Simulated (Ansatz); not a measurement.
# Si3N4 (Fd-3m): a many-body input that goes wrong, and its mend

What is wrong with this input for Si3N4 (Fd-3m)?

Program: Ansatz 0.2.0. Level of theory: G0W0 on PBE, plane waves, PAW; PAW set soft_1. Results are calculated unless marked as measured.

### 1. The structure

Symmetry: Fd-3m, No. 227, cubic system. The conventional cell has a = 7.787 Å, b = 7.787 Å, c = 7.787 Å, α = 90.00°, β = 90.00°, γ = 90.00°. Nearest to Si lie 6 N at 1.89 Å. Nearest to Si lie 4 N at 1.79 Å. Nearest to N lie 4 Si at 1.79 to 1.89 Å. Farther neighbours and most contacts between anions are not listed.

Structure file:

```xyz
14
Lattice="0.0000 3.8937 3.8937 3.8937 0.0000 3.8937 3.8937 3.8937 0.0000" Properties=species:S:1:pos:R:3 pbc="T T T"
Si    2.9203    2.9203    0.9734
Si    2.9203    0.9734    2.9203
Si    0.9734    2.9203    2.9203
Si    0.9734    0.9734    0.9734
Si    5.8406    5.8406    5.8406
Si    3.8937    3.8937    3.8937
N     2.8624    2.8624    2.8624
N     6.8719    4.8092    4.8092
N     4.8092    4.8092    6.8719
N     4.8092    6.8719    4.8092
N     4.9251    4.9251    2.8624
N     4.9251    2.8624    4.9251
N     6.8719    6.8719    6.8719
N     2.8624    4.9251    4.9251
```

The cell and positions are those that the Materials Project relaxed with its own functionals (PBE, PBE+U or r2SCAN), kept fixed. This is not the form that Si3N4 usually takes at ambient conditions.

### 2. First try

input.yaml reads:

```yaml
crystal:
  lattice:
    - [0.0, 3.893718, 3.893718]
    - [3.893718, 0.0, 3.893718]
    - [3.893718, 3.893718, 0.0]
  atoms:
    - { symbol: Si, position: [0.125, 0.125, 0.625] }
    - { symbol: Si, position: [0.125, 0.625, 0.125] }
    - { symbol: Si, position: [0.625, 0.125, 0.125] }
    - { symbol: Si, position: [0.125, 0.125, 0.125] }
    - { symbol: Si, position: [0.75, 0.75, 0.75] }
    - { symbol: Si, position: [0.5, 0.5, 0.5] }
    - { symbol: "N", position: [0.367563, 0.367563, 0.367563] }
    - { symbol: "N", position: [0.352689, 0.882437, 0.882437] }
    - { symbol: "N", position: [0.882437, 0.882437, 0.352689] }
    - { symbol: "N", position: [0.882437, 0.352689, 0.882437] }
    - { symbol: "N", position: [0.367563, 0.367563, 0.897311] }
    - { symbol: "N", position: [0.367563, 0.897311, 0.367563] }
    - { symbol: "N", position: [0.882437, 0.882437, 0.882437] }
    - { symbol: "N", position: [0.897311, 0.367563, 0.367563] }
kpoints:
  mp_grid: { grid: [1, 1, 1] }
hamiltonian:
  xc: pbe
  pseudopotentials: { kind: paw, azcp: { folder: soft_1 } }
scf:
  occupations: { method: fixed }
gw:
  n_empty_bands: 124
  ecut_chi: 60
  qp_bands: [v4, c4]
  qp_kpoints: band_edges
  screening: { model: contour_deformation }
```

Started as:

```bash
$ ansatz run input.yaml --threads 24 --pin off --max-ram 110592MiB --backend cuda --events-out ev --progress --plain --runs-dir out --devices 1 --max-vram 157GiB
```

Numbers of over 12 decimals in the logs are rounded to 6 here.

Output:

```text
GPUs: using 1 of 1 available (devices: 1).
Engine: ansatz 0.2.0, aarch64-unknown-linux-gnu
Pseudopotentials: kind: paw
Pseudopotential: Si, paw, valence charge 4, recommended cutoff 420 eV (normal), soft_1/Si.paw.azcp
Pseudopotential: N, paw, valence charge 5, recommended cutoff 420 eV (normal), soft_1/N.paw.azcp
Functional definition: PBE
  parameter kappa = 0.804
  parameter beta = 0.066725
  exchange = pbe_x(kappa = kappa, mu = beta*pi^2/3)
  correlation = pbe_c(beta = beta)
device memory: the entry about to start is reckoned to put 1.0 GiB on a device that reports 182.5 GiB free (of which the cap on the GPU budget leaves the run 157.0 GiB)
GPU FFT provider: cuFFT
GPU libraries: cuBLAS 13.8.1, cuFFT 12.4.0, cuSOLVER 12.3.2
GPU matrix products: emulated (plane waves: as basis.precision tells), large ones in fixed point in workspaces of 1.00 GiB
Crystal: 14 atoms, lattice volume = 118.066 Å³
Basis set: ecut = 420 eV, 2277 PW (Γ)
Bands: 46, of which v1, the nominal top of the filled ones, is band 32 counted from 1 (31 counted from 0)
Symmetry: 48 space group operations
Space group: Fd-3m (ITA 227), of the structure as read, at distance tolerance 4.9e-5 Å
k-points: 1
Non-local potential: Si, projectors of the file, l = 0: 2, l = 1: 2, l = 2: 1
Non-local potential: N, projectors of the file, l = 0: 2, l = 1: 2, l = 2: 1
PAW form: soft (Blöchl's): semilocal exchange-correlation on the pseudo side does not see the compensation charge
PAW one-centre angular grid: Si, 110 points (default); XC on 64 Gauss nodes
PAW one-centre angular grid: N, 110 points (default); XC on 64 Gauss nodes
Initial density: superposition of atomic densities (chi_scale 0.1, normalization cell, long waves kept (reshape's long-wave potential 0.00 eV rms))
Initial wavefunctions: pseudopotential atomic-orbital guess
GPU buffer pool allocated for 64000 grid points (all kernels)
GPU transforms: local potential and band sums: pruned to the plane-wave sphere, on 40×40×40
Functional: x = pbe(κ = 0.804, μ = 0.219515), c = pbe(β = 0.066725)
SCF iter   1: F=—  HF=-6895.249723 eV  |F-HF|=—  |Δ(HF+E_count)|=         —  Δρ=1.88e-1  dr2=4.29e1  ethr=3.10e-3  ⟨swp⟩=4.0  Hψ=201  notcnv=0  defer=10
preconditioner: auto → Resta (q_TF=auto, 2.464 Å⁻¹)  ε∞=4.3  [insulator: Δε(μ)=5.373 eV  Ē_g=14.938 eV  n_scr=26 (ndim 8)  ℏωp=27.3 eV  f_vac=0.000  ε∞_Penn≈4.3]
SCF iter   2: F=—  HF=-6881.744534 eV  |F-HF|=—  |Δ(HF+E_count)|=    1.35e1  Δρ=6.48e-2  dr2=4.01e0  ethr=3.10e-3  ⟨swp⟩=4.0  Hψ=114  notcnv=0  defer=11
SCF iter   3: F=—  HF=-6881.112777 eV  |F-HF|=—  |Δ(HF+E_count)|=   6.32e-1  Δρ=3.02e-2  dr2=6.22e-1  ethr=3.10e-3  ⟨swp⟩=2.0  Hψ=76  notcnv=0  defer=11
SCF iter   4: F=—  HF=-6881.162890 eV  |F-HF|=—  |Δ(HF+E_count)|=   5.01e-2  Δρ=3.07e-3  dr2=1.07e-2  ethr=9.72e-4  ⟨swp⟩=3.0  Hψ=66  notcnv=0  defer=11
SCF iter   5: F=—  HF=-6881.173712 eV  |F-HF|=—  |Δ(HF+E_count)|=   1.08e-2  Δρ=8.05e-4  dr2=5.52e-4  ethr=1.67e-5  ⟨swp⟩=2.0  Hψ=76  notcnv=0  defer=11
SCF iter   6: F=—  HF=-6881.174642 eV  |F-HF|=—  |Δ(HF+E_count)|=   9.30e-4  Δρ=9.48e-5  dr2=7.23e-6  ethr=8.62e-7  ⟨swp⟩=2.0  Hψ=76  notcnv=0  defer=11
SCF iter   7: F=—  HF=-6881.174655 eV  |F-HF|=—  |Δ(HF+E_count)|=   1.37e-5  Δρ=1.58e-5  dr2=1.85e-7  ethr=1.13e-8  ⟨swp⟩=2.0  Hψ=70  notcnv=0  defer=9
SCF iter   8: F=-6881.174656 eV  HF=-6881.174656 eV  |F-HF|=3.35e-9  |Δ(HF+E_count)|=   4.73e-7  Δρ=2.72e-6  dr2=7.74e-9  ethr=1.56e-10  ⟨swp⟩=15.0  Hψ=259  notcnv=0
SCF 1 converged in 8 iterations: F = -6881.174656 eV  dr2 = 7.74e-9
[...]
device memory: the entry about to start is reckoned to put 1.2 GiB on a device that reports 182.5 GiB free (of which the cap on the GPU budget leaves the run 157.0 GiB)
NSCF: frozen V_eff on 1 k-points
[...]
device memory: the entry about to start is reckoned to put 1.3 GiB on a device that reports 182.5 GiB free (of which the cap on the GPU budget leaves the run 157.0 GiB)
NSCF: frozen V_eff on 1 k-points
G₀W₀ screening: q 1/1
G₀W₀ self-energy: k 1/1
device memory: the entry about to start is reckoned to put 0.7 GiB on a device that reports 182.4 GiB free (of which the cap on the GPU budget leaves the run 157.0 GiB)
NSCF: frozen V_eff on 1 k-points
device memory: the entry about to start is reckoned to put 0.7 GiB on a device that reports 182.4 GiB free (of which the cap on the GPU budget leaves the run 157.0 GiB)
NSCF: frozen V_eff on 1 k-points
device memory: the entry about to start is reckoned to put 0.7 GiB on a device that reports 182.4 GiB free (of which the cap on the GPU budget leaves the run 157.0 GiB)
NSCF: frozen V_eff on 1 k-points
device memory: the entry about to start is reckoned to put 0.7 GiB on a device that reports 182.4 GiB free (of which the cap on the GPU budget leaves the run 157.0 GiB)
NSCF: frozen V_eff on 1 k-points
SCF converged after 8 iterations
Free energy (F): -6881.174656 eV
Harris-Foulkes:  -6881.174656 eV  (|F-HF|=3.35e-9)
Internal energy: -6881.174656 eV  (E = F + TS)
E sigma→0 (E₀):  -6881.174656 eV
Fermi energy:    11.600699 eV
--- Per-component energies (eV) ---
  E_band       = 322.234164
  E_kinetic    = 1390.382119
  E_local      = -1407.686182  (includes V_loc(G=0)·N_el)
  E_nonlocal   = 386.708750
  E_hartree    = 523.498395
  E_xc         = -829.711386
  E_vxc        = -911.788710  (∫ρ·V_xc dr)
  E_paw        = -4103.533196  (= ΣΔE_a)
  E_vpaw       = -182.385772  (= ΣTr[D̂ρ^β])
  E_aug_tail   = 0.008117  (compensation charges beyond the density's cutoff)
  E_ewald      = -2840.841273
  E_smearing   = -0.000000  (= −TS)
  E_closure    = -0.000000  (closes the sum)
  Σ components = -6881.174656   (vs F -6881.174656, Δ=0.00e0)
--- Band table (eV) ---
  k-point 0: bands = [... 28 lower, 11.4904, 11.6007, 11.6007, 11.6007, 14.3969, 14.3969, 14.3969, 16.0384, ... 10 higher]
--- G₀W₀: contour deformation, 6 samples at zero and on the imaginary axis and 1 off it, 1 q-point, 124 empty bands' worth ---
  eigenvalues of the whole cell's RPA ε∞ on this k-mesh (on a slab, of 1 + 4πα/V) = 13.2369, 13.2369, 13.2369; static W/v taken at q = 0 is 0.075546
  bands read: the sum over 156 bands ends inside a degenerate multiplet in 1 slot, whose members it reads at an even weight; the widest, k=0: bands 155 to 157 (counted from 1) at 2/3 each
  gw.qp_kpoints: band_edges: 1 of 1 stored k-point solved, in 1 pass; an edge of the gap read off the rows below is read off those points alone
    ik  band        ε_KS         Σx   Σc(E_QP)       V_xc       Z   E_QP_lin       E_QP  E_QP is
     0    29     11.4904   -23.3200     5.1722   -18.1646  0.8013    11.5072    11.5072  root
     0    30     11.6007   -23.7424     5.1159   -18.6696  0.8023    11.6438    11.6438  root
     0    31     11.6007   -23.7424     5.1159   -18.6696  0.8023    11.6438    11.6438  root
     0    32     11.6007   -23.7424     5.1159   -18.6696  0.8023    11.6438    11.6438  root
     0    33     14.3969    -7.3365    -5.2424   -13.1089  0.8253    14.9286    14.9269  root
     0    34     14.3969    -7.3365    -5.2424   -13.1089  0.8253    14.9286    14.9269  root
     0    35     14.3969    -7.3365    -5.2424   -13.1089  0.8253    14.9286    14.9269  root
     0    36     16.0384    -8.1461    -5.4955   -14.5607  0.8203    16.9671    16.9575  root
```

Wall time 1.6 s (1 × NVIDIA GB200 with 24 threads of Arm Neoverse V2, shared host); peak memory 1.3 GiB.

In the SCF lines HF is the Harris–Foulkes energy and dr2 the Hartree energy of the density residual, in eV; the loop may stop once dr2 is under the threshold and the program's other checks hold. Hψ counts applications of the Hamiltonian.

**What went wrong?**

The run ended normally, though the input holds a fault or crude settings.

The fault: one k-point. One point can't sample the density or the screening of a small cell, and the band edges may lie elsewhere in the zone.

It printed a gap of 3.28 eV, which is an artefact of the settings.

### 3. A better input

Now the one-shot GW correction: screening in the RPA, then the self-energy of the levels asked for. This step takes PAW set soft_1 files.

input.yaml: that of step 2 with these lines changed.

```diff
@@ -21,3 +21,3 @@
 kpoints:
-  mp_grid: { grid: [1, 1, 1] }
+  mp_grid: { grid: [4, 4, 4] }
 hamiltonian:
@@ -28,4 +28,4 @@
 gw:
-  n_empty_bands: 124
-  ecut_chi: 60
+  n_empty_bands: 492
+  ecut_chi: 150
   qp_bands: [v4, c4]
```

Output:

```text
GPUs: using 1 of 1 available (devices: 1).
[...]
Crystal: 14 atoms, lattice volume = 118.066 Å³
Basis set: ecut = 420 eV, 2277 PW (Γ)
Bands: 46, of which v1, the nominal top of the filled ones, is band 32 counted from 1 (31 counted from 0)
[... 1 set-up line as in the run before ...]
[...]
k-points: 8 of 64
[...]
SCF iter   1: F=—  HF=-6908.274158 eV  |F-HF|=—  |Δ(HF+E_count)|=         —  Δρ=1.51e-1  dr2=2.78e1  ethr=3.10e-3  ⟨swp⟩=4.9  Hψ=1485  notcnv=0  defer=80
[...]
SCF iter   8: F=-6899.805714 eV  HF=-6899.805714 eV  |F-HF|=4.77e-9  |Δ(HF+E_count)|=   1.06e-7  Δρ=2.44e-6  dr2=5.43e-9  ethr=1.56e-10  ⟨swp⟩=17.8  Hψ=2292  notcnv=0
SCF 1 converged in 8 iterations: F = -6899.805714 eV  dr2 = 5.43e-9
[...]
NSCF: frozen V_eff on 8 k-points
[...]
0    36     15.8536    -9.3955    -4.6521   -14.8812  0.8297    16.6910    16.6872  root
     1    29     10.4851   -22.0754     3.1543   -18.1120  0.7980     9.6715     9.6760  root
     1    30     10.5319   -21.9588     3.1717   -17.9752  0.7976     9.7155     9.7200  root
     1    31     10.8349   -22.3317     3.0534   -18.5098  0.7997    10.0627    10.0665  root
     1    32     10.8349   -22.3317     3.0534   -18.5098  0.7997    10.0627    10.0665  root
     1    33     15.0582    -8.5747    -4.3986   -13.6029  0.8335    15.6898    15.6877  root
     1    34     15.3144    -8.5775    -4.3921   -13.5909  0.8321    15.9377    15.9357  root
     1    35     15.3144    -8.5775    -4.3921   -13.5909  0.8321    15.9377    15.9357  root
[...]
7    33     17.6152    -8.1010    -4.8473   -13.6646  0.8190    18.3352    18.3314  root
     7    34     17.6152    -8.1010    -4.8473   -13.6646  0.8190    18.3352    18.3314  root
     7    35     18.1258    -8.3659    -5.0474   -14.2302  0.8153    18.9478    18.9427  root
     7    36     18.1258    -8.3659    -5.0474   -14.2302  0.8153    18.9478    18.9427  root
[key lines of the parts left out:]
SCF converged after 8 iterations
Free energy (F): -6899.805714 eV
Fermi energy:    10.947073 eV
```

Wall time 4.6 s (1 × NVIDIA GB200 with 24 threads); peak memory 1.9 GiB; 14 s of CPU time.

Numbers from this step:

```yaml
bands_summed: 524
rpa_eps_infinity_on_this_mesh_eigenvalues: 5.069, 5.069, 5.069
plane_waves_in_the_screening_matrix: 531
q_points_in_the_mesh: 64
g0w0_gap_on_the_mesh: 4.689 eV
k_of_the_valence_top: 0, 0.25, -0.25
k_of_the_conduction_bottom: 0, 0, 0
starting_gap_on_the_mesh: 3.368 eV
z_at_the_valence_top: 0.7997
z_at_the_conduction_bottom: 0.8358
least_direct_g0w0_gap_on_the_computed_points: 4.714 eV
```

The gap on the mesh goes from 3.37 eV to 4.69 eV, a correction of +1.32 eV. Between the two edge states, bare exchange in place of the xc potential would open the gap by 8.60 eV, and correlation takes back 7.28 eV.

### 4. Outcome

| Item | Value |
| --- | --- |
| first try | converged after 1.6 s |
| better run | G0W0 gap on the mesh 4.69 eV (4×4×4 mesh, 492 empty bands, screening to 150 eV, PAW set soft_1 files) |

**Reading.** The second run differs in: mesh, empty bands and screening cutoff (eV). Bands and cutoff are finite, so the gap is not at the basis limit. The miss can reach some tenths of an eV and take either sign; the mesh is an error of its own.

[Paths, hosts, dates, memory and timing lines, banners, echoed tables and standing remarks are left out of the program output.]

[Logs are printed without paths, hosts, clocks, repeated set-up lines and the standing remarks that a program may print on its own settings, such as how far it seeks lower states.]

[Runs of the session that timed out or met a known fault of the program may be left out.]

[Cells called generated may have been cut or substituted from an entry of the Crystallography Open Database or the Materials Project.]

[Hosts, paths, dates, database ids (printed as entryN), source tags and the programs' standing remarks are cut or masked in the printed files.]
